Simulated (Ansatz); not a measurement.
# A hypothetical structure for ZrOs5

Starting from a made-up structure for ZrOs5, the aim is the relaxed cell, its shortest contacts and, where a second run follows, its electronic structure.

Method: DFT, PBE, plane-wave PAW, files of the set soft_1, scalar-relativistic, no spin, cell and ions relaxed at zero pressure; PAW set soft_1, in Ansatz 0.2.0.

## Step 1: The structure

The structure is cubic, space group F-43m (No. 216). Conventional cell: a = 7.206 Å, b = 7.206 Å, c = 7.206 Å, α = 90.00°, β = 90.00°, γ = 90.00°. Nearest to Os lie 9 Os at 2.52 to 2.99 Å and 3 Zr at 2.98 Å. Nearest to Os lie 12 Os at 2.99 Å and 4 Zr at 3.12 Å. Nearest to Zr lie 16 Os at 2.98 to 3.12 Å. Farther neighbours are not listed.

## Step 2: Relaxation of the guess

The guessed cell has no reason to be at equilibrium. It is relaxed with the atoms, within the space group of the guess.

File input.yaml:

```yaml
crystal:
  lattice:
    - [0.0, 3.603, 3.603]
    - [3.603, 0.0, 3.603]
    - [3.603, 3.603, 0.0]
  atoms:
    - { symbol: Os, position: [0.6264, 0.6264, 0.1208] }
    - { symbol: Os, position: [0.6264, 0.1208, 0.6264] }
    - { symbol: Os, position: [0.6264, 0.6264, 0.6264] }
    - { symbol: Os, position: [0.1208, 0.6264, 0.6264] }
    - { symbol: Os, position: [0.25, 0.25, 0.25] }
    - { symbol: Zr, position: [0.0, 0.0, 0.0] }
kpoints:
  mp_grid: { grid: [7, 7, 7] }
scf:
  occupations: { method: fermi_dirac, width: 0.05 }
hamiltonian:
  xc: pbe
  pseudopotentials: { kind: paw, azcp: { folder: soft_1 } }
relax:
  f_tol: 0.015
  max_steps: 70
  cell: {}
output:
  forces: true
  stress: true
```

Started as:

```console
> ansatz run input.yaml --threads 4 --pin off --max-ram 10240MiB --backend cpu --events-out ev --progress --plain --runs-dir out
```

Numbers of over 12 decimals in the logs are rounded to 6 here.

The log of the run:

```text
Engine: ansatz 0.2.0, x86_64-unknown-linux-gnu
Pseudopotentials: kind: paw
Pseudopotential: Os, paw, valence charge 16, recommended cutoff 420 eV (normal), soft_1/Os.paw.azcp
Pseudopotential: Zr, paw, valence charge 12, recommended cutoff 420 eV (normal), soft_1/Zr.paw.azcp
Functional definition: PBE
  parameter kappa = 0.804
  parameter beta = 0.066725
  exchange = pbe_x(kappa = kappa, mu = beta*pi^2/3)
  correlation = pbe_c(beta = beta)
Crystal: 6 atoms, lattice volume = 93.545 Å³
Basis set: ecut = 420 eV, 1837 PW (Γ), exchange–correlation on 72×72×72 points (8 copies of the dense FFT grid, shifted against one another)
Bands: 56, of which v1, the nominal top of the filled ones, is band 46 counted from 1 (45 counted from 0)
Symmetry: 24 space group operations
Space group: F-43m (ITA 216), of the structure as read, at distance tolerance 4.5e-5 Å
k-points: 20 of 343 (time reversal used)
Non-local potential: Os, projectors of the file, l = 0: 3, l = 1: 2, l = 2: 2, l = 3: 1
Non-local potential: Zr, projectors of the file, l = 0: 3, l = 1: 2, l = 2: 2, l = 3: 1
PAW form: soft (Blöchl's): semilocal exchange-correlation on the pseudo side does not see the compensation charge
PAW one-centre angular grid: Os, 590 points (default); XC on 64 Gauss nodes
PAW one-centre angular grid: Zr, 590 points (default); XC on 64 Gauss nodes
Initial density: superposition of atomic densities (chi_scale 0.1, normalization cell, long waves kept (reshape's long-wave potential 0.00 eV rms))
Initial wavefunctions: pseudopotential atomic-orbital guess
Functional: x = pbe(κ = 0.804, μ = 0.219515), c = pbe(β = 0.066725)
SCF iter   1: F=—  HF=-61115.517306 eV  |F-HF|=—  |Δ(HF+E_count)|=         —  Δρ=1.11e-1  dr2=2.55e1  ethr=3.10e-3  ⟨swp⟩=5.5  Hψ=3535  notcnv=0  defer=1
preconditioner: auto → Kerker (q_TF=auto, 2.721 Å⁻¹)  [metal: Δε(μ)=0.028 eV  Ē_g=5.537 eV  σ=0.050 eV  W_gap=0.14  n_scr=26 (ndim 8)  ℏωp=25.5 eV  f_vac=0.000  D(μ)=8.46/eV (n_scr^D=112)]
SCF iter   2: F=—  HF=-61112.742693 eV  |F-HF|=—  |Δ(HF+E_count)|=    2.77e0  Δρ=5.74e-2  dr2=7.26e0  ethr=3.10e-3  ⟨swp⟩=2.1  Hψ=1818  notcnv=0  defer=18
SCF iter   3: F=—  HF=-61111.695361 eV  |F-HF|=—  |Δ(HF+E_count)|=    1.05e0  Δρ=8.90e-3  dr2=1.86e-1  ethr=3.10e-3  ⟨swp⟩=2.9  Hψ=1853  notcnv=0  defer=18
SCF iter   4: F=—  HF=-61111.663806 eV  |F-HF|=—  |Δ(HF+E_count)|=   3.16e-2  Δρ=1.90e-3  dr2=3.56e-3  ethr=2.02e-4  ⟨swp⟩=2.6  Hψ=1472  notcnv=0  defer=16
SCF iter   5: F=—  HF=-61111.663284 eV  |F-HF|=—  |Δ(HF+E_count)|=   5.22e-4  Δρ=4.93e-4  dr2=3.66e-4  ethr=3.87e-6  ⟨swp⟩=2.0  Hψ=1913  notcnv=0  defer=16
SCF iter   6: F=—  HF=-61111.663247 eV  |F-HF|=—  |Δ(HF+E_count)|=   3.72e-5  Δρ=1.15e-4  dr2=2.33e-5  ethr=3.98e-7  ⟨swp⟩=1.9  Hψ=1201  notcnv=0  defer=16
SCF iter   7: F=—  HF=-61111.663238 eV  |F-HF|=—  |Δ(HF+E_count)|=   9.17e-6  Δρ=1.93e-5  dr2=4.81e-7  ethr=2.54e-8  ⟨swp⟩=2.0  Hψ=1601  notcnv=0  defer=16
SCF iter   8: F=-61111.663238 eV  HF=-61111.663238 eV  |F-HF|=7.70e-9  |Δ(HF+E_count)|=   8.00e-8  Δρ=3.42e-6  dr2=1.18e-8  ethr=1.09e-10  ⟨swp⟩=4.0  Hψ=3901  notcnv=0
SCF 1 converged in 8 iterations: F = -61111.663238 eV  dr2 = 1.18e-8
  greatest PAW one-centre occupation: 1.000 electrons in one spin orbital (limit 2), on the Os atom at site 2 (counted from 0), in its partial waves of l = 0
relax step   1: F+E_penalty+E_count = -61111.66323775 eV  Δ(F+E_penalty+E_count) = +0.000e0 eV  max|allowed force component| = 8.443e-1 eV/Å  Δτ_max = 0.0000 Å  P = +10.484 GPa  Ω = 93.545 Å³  (8 SCF iters, dr2 threshold 1.00e-7 eV, accepted)
Crystal: 6 atoms, lattice volume = 102.625 Å³
Basis set: ecut = 420 eV, 1989 PW (Γ), exchange–correlation on 72×72×72 points (8 copies of the dense FFT grid, shifted against one another)
Initial density: handed on by an earlier stage of this run
Initial wavefunctions: those handed on with the density
iter 1 solved again at ethr=8.38e-4 eV; its pass at ethr=3.10e-3 eV (dr2=7.71e-1 eV) is discarded
SCF iter   1: F=—  HF=-61111.620461 eV  |F-HF|=—  |Δ(HF+E_count)|=         —  Δρ=1.70e-2  dr2=7.74e-1  ethr=8.38e-4  ⟨swp⟩=1.0  Hψ=4578  notcnv=0
preconditioner: auto → Kerker (q_TF=auto, 2.679 Å⁻¹)  [metal: Δε(μ)=0.026 eV  Ē_g=5.010 eV  σ=0.050 eV  W_gap=0.13  n_scr=26 (ndim 8)  ℏωp=24.3 eV  f_vac=0.000  D(μ)=12.65/eV (n_scr^D=168)]
SCF iter   2: F=—  HF=-61111.556244 eV  |F-HF|=—  |Δ(HF+E_count)|=   6.42e-2  Δρ=8.88e-3  dr2=2.30e-1  ethr=8.38e-4  ⟨swp⟩=1.1  Hψ=1121  notcnv=0
SCF iter   3: F=—  HF=-61111.526645 eV  |F-HF|=—  |Δ(HF+E_count)|=   2.96e-2  Δρ=9.82e-4  dr2=1.69e-3  ethr=2.50e-4  ⟨swp⟩=2.1  Hψ=1474  notcnv=0
SCF iter   4: F=—  HF=-61111.526656 eV  |F-HF|=—  |Δ(HF+E_count)|=   1.12e-5  Δρ=1.84e-4  dr2=2.92e-5  ethr=1.84e-6  ⟨swp⟩=2.0  Hψ=1552  notcnv=0
SCF iter   5: F=—  HF=-61111.526653 eV  |F-HF|=—  |Δ(HF+E_count)|=   3.04e-6  Δρ=4.10e-5  dr2=3.00e-6  ethr=3.17e-8  ⟨swp⟩=2.2  Hψ=1871  notcnv=0
SCF iter   6: F=-61111.526652 eV  HF=-61111.526652 eV  |F-HF|=4.06e-9  |Δ(HF+E_count)|=   3.30e-7  Δρ=7.35e-6  dr2=3.82e-8  ethr=6.52e-10  ⟨swp⟩=4.0  Hψ=3513  notcnv=0
SCF 2 converged in 6 iterations: F = -61111.526652 eV  dr2 = 3.82e-8
relax step   2: F+E_penalty+E_count = -61111.52665240 eV  Δ(F+E_penalty+E_count) = +1.366e-1 eV  max|allowed force component| = 2.218e-2 eV/Å  Δτ_max = 0.0320 Å  P = -15.309 GPa  Ω = 102.625 Å³  energy of the carried Pulay correction = -6.014e-3 eV  (6 SCF iters, dr2 threshold 6.00e-7 eV, rejected (line search))
Crystal: 6 atoms, lattice volume = 96.229 Å³
Basis set: ecut = 420 eV, 1893 PW (Γ), exchange–correlation on 72×72×72 points (8 copies of the dense FFT grid, shifted against one another)
iter 1 solved again at ethr=2.15e-4 eV; its pass at ethr=3.10e-3 eV (dr2=1.98e-1 eV) is discarded
SCF iter   1: F=—  HF=-61111.856718 eV  |F-HF|=—  |Δ(HF+E_count)|=         —  Δρ=8.95e-3  dr2=1.99e-1  ethr=2.15e-4  ⟨swp⟩=1.1  Hψ=4902  notcnv=0
preconditioner: auto → Kerker (q_TF=auto, 2.708 Å⁻¹)  [metal: Δε(μ)=0.012 eV  Ē_g=5.367 eV  σ=0.050 eV  W_gap=0.06  n_scr=26 (ndim 8)  ℏωp=25.1 eV  f_vac=0.000  D(μ)=10.56/eV (n_scr^D=136)]
SCF iter   2: F=—  HF=-61111.838132 eV  |F-HF|=—  |Δ(HF+E_count)|=   1.86e-2  Δρ=4.75e-3  dr2=6.00e-2  ethr=2.15e-4  ⟨swp⟩=1.2  Hψ=1127  notcnv=0
SCF iter   3: F=—  HF=-61111.829595 eV  |F-HF|=—  |Δ(HF+E_count)|=   8.54e-3  Δρ=5.79e-4  dr2=6.88e-4  ethr=6.53e-5  ⟨swp⟩=2.0  Hψ=1448  notcnv=0
SCF iter   4: F=—  HF=-61111.829465 eV  |F-HF|=—  |Δ(HF+E_count)|=   1.30e-4  Δρ=8.83e-5  dr2=5.03e-6  ethr=7.48e-7  ⟨swp⟩=2.0  Hψ=1523  notcnv=0
SCF iter   5: F=—  HF=-61111.829480 eV  |F-HF|=—  |Δ(HF+E_count)|=   1.49e-5  Δρ=1.53e-5  dr2=2.27e-7  ethr=5.47e-9  ⟨swp⟩=2.1  Hψ=1924  notcnv=0
SCF iter   6: F=—  HF=-61111.829480 eV  |F-HF|=—  |Δ(HF+E_count)|=   1.46e-8  Δρ=2.43e-6  dr2=2.75e-9  ethr=2.47e-10  ⟨swp⟩=2.0  Hψ=1937  notcnv=0
SCF iter   7: F=—  HF=-61111.829480 eV  |F-HF|=—  |Δ(HF+E_count)|=   1.75e-9  Δρ=4.55e-7  dr2=1.62e-10  ethr=2.99e-12  ⟨swp⟩=2.0  Hψ=1563  notcnv=0
SCF iter   8: F=-61111.829480 eV  HF=-61111.829480 eV  |F-HF|=3.64e-11  |Δ(HF+E_count)|=    0.00e0  Δρ=7.68e-8  dr2=3.98e-12  ethr=1.00e-12  ⟨swp⟩=4.0  Hψ=3872  notcnv=0
SCF 3 converged in 8 iterations: F = -61111.829480 eV  dr2 = 3.98e-12
relax step   3: F+E_penalty+E_count = -61111.82948006 eV  Δ(F+E_penalty+E_count) = -1.662e-1 eV  max|allowed force component| = 1.738e-1 eV/Å  Δτ_max = 0.0344 Å  P = +1.307 GPa  Ω = 96.229 Å³  energy of the carried Pulay correction = -1.837e-3 eV  (8 SCF iters, accepted)
Crystal: 6 atoms, lattice volume = 96.642 Å³
Basis set: ecut = 420 eV, 1917 PW (Γ), exchange–correlation on 72×72×72 points (8 copies of the dense FFT grid, shifted against one another)
iter 1 solved again at ethr=2.60e-6 eV; its pass at ethr=3.10e-3 eV (dr2=2.40e-3 eV) is discarded
SCF iter   1: F=—  HF=-61111.835166 eV  |F-HF|=—  |Δ(HF+E_count)|=         —  Δρ=1.40e-3  dr2=2.77e-3  ethr=2.60e-6  ⟨swp⟩=2.0  Hψ=3785  notcnv=0
preconditioner: auto → Kerker (q_TF=auto, 2.706 Å⁻¹)  [metal: Δε(μ)=0.035 eV  Ē_g=5.359 eV  σ=0.050 eV  W_gap=0.17  n_scr=26 (ndim 8)  ℏωp=25.1 eV  f_vac=0.000  D(μ)=10.62/eV (n_scr^D=136)]
SCF iter   2: F=—  HF=-61111.834785 eV  |F-HF|=—  |Δ(HF+E_count)|=   3.80e-4  Δρ=7.94e-4  dr2=9.71e-4  ethr=2.60e-6  ⟨swp⟩=1.1  Hψ=1123  notcnv=0
SCF iter   3: F=—  HF=-61111.834567 eV  |F-HF|=—  |Δ(HF+E_count)|=   2.18e-4  Δρ=7.64e-5  dr2=4.41e-6  ethr=1.06e-6  ⟨swp⟩=2.0  Hψ=1560  notcnv=0
SCF iter   4: F=—  HF=-61111.834569 eV  |F-HF|=—  |Δ(HF+E_count)|=   2.10e-6  Δρ=1.27e-5  dr2=1.02e-7  ethr=4.80e-9  ⟨swp⟩=2.0  Hψ=1587  notcnv=0
iter 5 did not close the SCF: its close was put off for the readings that it lacked (scf_convergence_deferred on its scf_iter line)
SCF iter   5: F=-61111.834569 eV  HF=-61111.834569 eV  |F-HF|=1.09e-9  |Δ(HF+E_count)|=   5.76e-9  Δρ=2.82e-6  dr2=5.55e-9  ethr=1.11e-10  ⟨swp⟩=2.5  Hψ=1877  notcnv=0
SCF iter   6: F=-61111.834569 eV  HF=-61111.834569 eV  |F-HF|=8.00e-11  |Δ(HF+E_count)|=  4.44e-10  Δρ=5.22e-7  dr2=2.29e-10  ethr=6.04e-12  ⟨swp⟩=1.0  Hψ=3161  notcnv=0
SCF 4 converged in 6 iterations: F = -61111.834569 eV  dr2 = 2.29e-10
  greatest PAW one-centre occupation: 1.000 electrons in one spin orbital (limit 2), on the Os atom at site 3 (counted from 0), in its partial waves of l = 0
relax step   4: F+E_penalty+E_count = -61111.83456890 eV  Δ(F+E_penalty+E_count) = -5.089e-3 eV  max|allowed force component| = 1.152e-2 eV/Å  Δτ_max = 0.0067 Å  P = -0.067 GPa  Ω = 96.642 Å³  energy of the carried Pulay correction = -2.116e-3 eV  (6 SCF iters, dr2 threshold 6.00e-7 eV, accepted)
Crystal: 6 atoms, lattice volume = 96.622 Å³
iter 1 solved again at ethr=9.93e-9 eV; its pass at ethr=3.10e-3 eV (dr2=9.13e-6 eV) is discarded
SCF iter   1: F=—  HF=-61111.834606 eV  |F-HF|=—  |Δ(HF+E_count)|=         —  Δρ=8.76e-5  dr2=1.05e-5  ethr=9.93e-9  ⟨swp⟩=2.0  Hψ=3701  notcnv=0
preconditioner: auto → Kerker (q_TF=auto, 2.706 Å⁻¹)  [metal: Δε(μ)=0.030 eV  Ē_g=5.359 eV  σ=0.050 eV  W_gap=0.15  n_scr=26 (ndim 8)  ℏωp=25.1 eV  f_vac=0.000  D(μ)=10.69/eV (n_scr^D=136)]
SCF iter   2: F=—  HF=-61111.834605 eV  |F-HF|=—  |Δ(HF+E_count)|=   7.64e-7  Δρ=4.96e-5  dr2=3.72e-6  ethr=9.93e-9  ⟨swp⟩=1.2  Hψ=1124  notcnv=0
SCF iter   3: F=—  HF=-61111.834604 eV  |F-HF|=—  |Δ(HF+E_count)|=   8.31e-7  Δρ=4.80e-6  dr2=1.42e-8  ethr=4.04e-9  ⟨swp⟩=2.0  Hψ=1561  notcnv=0
iter 4 did not close the SCF: its close was put off for the readings that it lacked (scf_convergence_deferred on its scf_iter line)
SCF iter   4: F=-61111.834604 eV  HF=-61111.834604 eV  |F-HF|=2.33e-10  |Δ(HF+E_count)|=   2.55e-9  Δρ=7.50e-7  dr2=5.13e-10  ethr=1.54e-11  ⟨swp⟩=2.0  Hψ=1657  notcnv=0
iter 5 did not close the SCF: its close was put off for the readings that it lacked (scf_convergence_deferred on its scf_iter line)
SCF iter   5: F=-61111.834604 eV  HF=-61111.834604 eV  |F-HF|=3.64e-11  |Δ(HF+E_count)|=  8.73e-11  Δρ=1.77e-7  dr2=2.06e-11  ethr=1.00e-12  ⟨swp⟩=2.7  Hψ=1807  notcnv=0
SCF iter   6: F=-61111.834604 eV  HF=-61111.834604 eV  |F-HF|=7.28e-12  |Δ(HF+E_count)|=  3.64e-11  Δρ=3.25e-8  dr2=8.76e-13  ethr=1.00e-12  ⟨swp⟩=1.2  Hψ=2325  notcnv=0
SCF 5 converged in 6 iterations: F = -61111.834604 eV  dr2 = 8.76e-13
relax step   5: F+E_penalty+E_count = -61111.83460412 eV  Δ(F+E_penalty+E_count) = -3.521e-5 eV  max|allowed force component| = 1.068e-5 eV/Å  Δτ_max = 0.0004 Å  P = -0.001 GPa  Ω = 96.622 Å³  energy of the carried Pulay correction = -2.102e-3 eV  (6 SCF iters, dr2 threshold 1.11e-8 eV, accepted)
Initial wavefunctions: pseudopotential atomic-orbital guess (no wavefunctions were taken with the density)
iter 1 solved again at ethr=5.83e-8 eV; its pass at ethr=3.10e-3 eV (dr2=5.36e-5 eV) is discarded
SCF iter   1: F=—  HF=-61111.836679 eV  |F-HF|=—  |Δ(HF+E_count)|=         —  Δρ=9.40e-5  dr2=1.53e-6  ethr=5.83e-8  ⟨swp⟩=3.5  Hψ=6730  notcnv=0
preconditioner: auto → Kerker (q_TF=auto, 2.706 Å⁻¹)  [metal: Δε(μ)=0.031 eV  Ē_g=5.359 eV  σ=0.050 eV  W_gap=0.15  n_scr=26 (ndim 8)  ℏωp=25.1 eV  f_vac=0.000  D(μ)=10.69/eV (n_scr^D=136)]
SCF iter   2: F=—  HF=-61111.836700 eV  |F-HF|=—  |Δ(HF+E_count)|=   2.07e-5  Δρ=4.99e-5  dr2=3.91e-7  ethr=1.66e-9  ⟨swp⟩=2.8  Hψ=2073  notcnv=0
SCF iter   3: F=—  HF=-61111.836701 eV  |F-HF|=—  |Δ(HF+E_count)|=   7.44e-7  Δρ=3.55e-6  dr2=2.73e-9  ethr=4.25e-10  ⟨swp⟩=2.0  Hψ=2040  notcnv=0
SCF iter   4: F=—  HF=-61111.836701 eV  |F-HF|=—  |Δ(HF+E_count)|=   2.98e-9  Δρ=3.79e-7  dr2=7.18e-11  ethr=2.96e-12  ⟨swp⟩=2.0  Hψ=1541  notcnv=0
iter 5 did not close the SCF: its close was put off for the readings that it lacked (scf_convergence_deferred on its scf_iter line)
SCF iter   5: F=-61111.836701 eV  HF=-61111.836701 eV  |F-HF|=7.28e-12  |Δ(HF+E_count)|=  1.46e-11  Δρ=4.07e-8  dr2=1.38e-12  ethr=1.00e-12  ⟨swp⟩=1.0  Hψ=1120  notcnv=0
iter 6 did not close the SCF: its close was put off for the readings that it lacked (scf_convergence_deferred on its scf_iter line)
SCF iter   6: F=-61111.836701 eV  HF=-61111.836701 eV  |F-HF|=0.00e0  |Δ(HF+E_count)|=  2.91e-11  Δρ=9.45e-9  dr2=8.52e-14  ethr=1.00e-12  ⟨swp⟩=1.0  Hψ=1120  notcnv=0
iter 7 did not close the SCF: its close was put off for the readings that it lacked (scf_convergence_deferred on its scf_iter line)
SCF iter   7: F=-61111.836701 eV  HF=-61111.836701 eV  |F-HF|=1.46e-11  |Δ(HF+E_count)|=    0.00e0  Δρ=1.66e-9  dr2=2.40e-15  ethr=1.00e-12  ⟨swp⟩=1.0  Hψ=1120  notcnv=0
iter 8 did not close the SCF: its close was put off for the readings that it lacked (scf_convergence_deferred on its scf_iter line)
SCF iter   8: F=-61111.836701 eV  HF=-61111.836701 eV  |F-HF|=2.91e-11  |Δ(HF+E_count)|=  7.28e-12  Δρ=2.88e-10  dr2=5.95e-17  ethr=1.00e-12  ⟨swp⟩=1.0  Hψ=1120  notcnv=0
SCF iter   9: F=-61111.836701 eV  HF=-61111.836701 eV  |F-HF|=2.18e-11  |Δ(HF+E_count)|=  7.28e-12  Δρ=8.71e-11  dr2=3.41e-18  ethr=1.00e-12  ⟨swp⟩=1.1  Hψ=2321  notcnv=0
SCF 6 converged in 9 iterations: F = -61111.836701 eV  dr2 = 3.41e-18
relax step   6: F+E_penalty+E_count = -61111.83670057 eV  Δ(F+E_penalty+E_count) = -2.096e-3 eV  max|allowed force component| = 3.960e-5 eV/Å  Δτ_max = 0.0000 Å  P = -0.013 GPa  Ω = 96.622 Å³  stress off target by 1.30e-2 GPa  SCF on the basis re-selected at this cell (its energy is not comparable with the rows above)  (9 SCF iters)
basis re-selected at this cell: Δ(F+E_penalty+E_count) = -2.096e-3 eV, ΔP = -0.012 GPa vs the last step (what re-selecting the basis moved, of the pressure what is left beyond the Pulay correction that the steps carried, after the strain that the cell walked since its last selection, with what the two solves' SCF thresholds leave and, on support functions, any second-order correction that the steps lacked; it is no m [...]
SCF converged after 9 iterations
Free energy (F): -61111.836701 eV
Harris-Foulkes:  -61111.836701 eV  (|F-HF|=2.18e-11)
Internal energy: -61111.751244 eV  (E = F + TS)
E sigma→0 (E₀):  -61111.793972 eV
Entropy (-TS):   -0.085456 eV (-14.243 meV/atom)
Fermi energy:    22.027312 eV
--- Per-component energies (eV) ---
  E_band       = -634.233894
  E_kinetic    = 2770.784683
  E_local      = -6171.710922  (includes V_loc(G=0)·N_el)
  E_nonlocal   = 1058.131635
  E_hartree    = 2231.026450
  E_xc         = -1321.039329
  E_vxc        = -1409.886344  (∫ρ·V_xc dr)
  E_paw        = -48200.239463  (= ΣΔE_a)
  E_vpaw       = -1343.608136  (= ΣTr[D̂ρ^β])
  E_aug_tail   = 0.002288  (compensation charges beyond the density's cutoff)
  E_ewald      = -11478.706587
  E_smearing   = -0.085456  (= −TS)
  E_closure    = 0.000000  (closes the sum)
  Σ components = -61111.836701   (vs F -61111.836701, Δ=0.00e0)
--- Forces (eV/Å), atoms counted from 1 ---
  atom   1  Os     0.00003960     0.00003960    -0.00003960
  atom   2  Os     0.00003960    -0.00003960     0.00003960
  atom   3  Os    -0.00003960    -0.00003960    -0.00003960
  atom   4  Os    -0.00003960     0.00003960     0.00003960
  atom   5  Os     0.00000000     0.00000000     0.00000000
  atom   6  Zr    -0.00000000     0.00000000    -0.00000000
  max |Σ_I F_I| component: 1.46e-17 eV/Å
--- Stress (GPa, compression-positive) ---
       -0.013033       0.000000       0.000000
        0.000000      -0.013033       0.000000
        0.000000       0.000000      -0.013033
  P = ⅓ Tr σ = -0.0130 GPa (-0.130 kbar)
--- Relaxed structure (5 steps of the walk, 4 accepted, 1 SCFs on fresh bases) ---
  F+E_penalty+E_count = -61111.83670057 eV   max|allowed force component| = 3.960e-5 eV/Å   (the final SCF, on the basis selected at the relaxed cell)
  cell:  # Å, volume = 96.6219 Å³
    - [0, 3.642072, 3.642072]
    - [3.642072, 0, 3.642072]
    - [3.642072, 3.642072, 0]
  atoms:
    - { symbol: Os, position: [0.624148, 0.624148, 0.127555] }
    - { symbol: Os, position: [0.624148, 0.127555, 0.624148] }
    - { symbol: Os, position: [0.624148, 0.624148, 0.624148] }
    - { symbol: Os, position: [0.127555, 0.624148, 0.624148] }
    - { symbol: Os, position: [0.25, 0.25, 0.25] }
    - { symbol: Zr, position: [1.6926553483849464e-19, -1.6926553483849464e-19, -1.5171207196635445e-19] }
```

Elapsed: 19 s, on 4 threads of AMD EPYC 7B13 (Zen 3), shared host; peak memory 0.5 GiB.

Relaxation path:

| step | energy less that of the first step (eV) | largest force component (eV/Å) | pressure (GPa) | volume (Å³) |
| --- | --- | --- | --- | --- |
| 1 | 0.0000 | 0.8443 | 10.48 | 93.55 |
| 2 | 0.1366 | 0.0222 | -15.31 | 102.63 |
| 3 | -0.1662 | 0.1738 | 1.31 | 96.23 |
| 4 | -0.1713 | 0.0115 | -0.07 | 96.64 |
| 5 | -0.1714 | 0.0000 | 0.00 | 96.62 |
| 6* | -0.1735 | 0.0000 | -0.01 | 96.62 |

Relaxation steps marked * repeat the geometry before them on a plane-wave basis chosen anew for their cell, so energy and pressure can jump there. Relaxation step 2 was tried and not accepted.

Forces are held to the 24 operations that the run works with; a distortion that breaks them can't arise in this run.

| conventional cell, symmetrised | before | after | change |
| --- | --- | --- | --- |
| a (Å) | 7.206 | 7.284 | +1.1 % |
| b (Å) | 7.206 | 7.284 | +1.1 % |
| c (Å) | 7.206 | 7.284 | +1.1 % |
| volume (Å³/atom) | 15.59 | 16.10 | +3.3 % |

The atoms that moved most (Å, as changes of fractional coordinates times the final cell):

| atom | dx | dy | dz | length |
| --- | --- | --- | --- | --- |
| Os1 | 0.016 | 0.016 | -0.016 | 0.028 |
| Os2 | 0.016 | -0.016 | 0.016 | 0.028 |
| Os4 | -0.016 | 0.016 | 0.016 | 0.028 |
| Os3 | -0.016 | -0.016 | -0.016 | 0.028 |

Final coordinates:

```xyz
6
Lattice="0.0000 3.6421 3.6421 3.6421 0.0000 3.6421 3.6421 3.6421 0.0000" Properties=species:S:1:pos:R:3 pbc="T T T"
Os    2.7378    2.7378    4.5464
Os    2.7378    4.5464    2.7378
Os    4.5464    4.5464    4.5464
Os    4.5464    2.7378    2.7378
Os    1.8210    1.8210    1.8210
Zr    0.0000    0.0000    0.0000
```

Numbers from this step:

* free energy: -61111.8367 eV
* energy at zero smearing: -61111.7940 eV
* smearing term TS: 0.08546 eV
* Fermi energy: 22.03 eV
* electrons: 92
* symmetry operations: 24
* pressure: -0.01303 GPa

The shortest distance of each pair, which need not be the same contact before and after:

| pair | guess (Å) | relaxed (Å) |
| --- | --- | --- |
| Os–Os | 2.519 | 2.558 |
| Os–Zr | 2.984 | 3.022 |
| Zr–Zr | 5.095 | 5.151 |

The relaxation ends with a largest force component of 4.0e-5 eV/Å and a pressure of -0.01 GPa.

## Step 3: Outcome

```json
{
 "space group, relaxed": "F-43m",
 "conventional cell": "a = 7.284, b = 7.284, c = 7.284 Å; α = 90.0°, β = 90.0°, γ = 90.0°",
 "volume per atom": "16.10 Å³ (guess 15.59)"
}
```

ZrOs5 relaxes to F-43m with a = 7.284, b = 7.284 and c = 7.284 Å. The guessed volume was 3 % too small. The space group F-43m was held in the relaxation, so the end point is a stationary structure within it and may be a saddle against distortions or other arrangements. Mesh and cutoff weren't tested. Spin-orbit coupling is left out, which can matter for elements this heavy. No dispersion term is used, so weakly bound directions may come out too long. The runs have no spin, and magnetism wasn't tested. Nothing here tests whether the compound is stable against decomposition.

[Logs are printed without paths, hosts, clocks, repeated set-up lines and the standing remarks that a program may print on its own settings, such as how far it seeks lower states.]

[Hosts, paths, dates, database ids (printed as entryN), source tags and the programs' standing remarks are cut or masked in the printed files.]
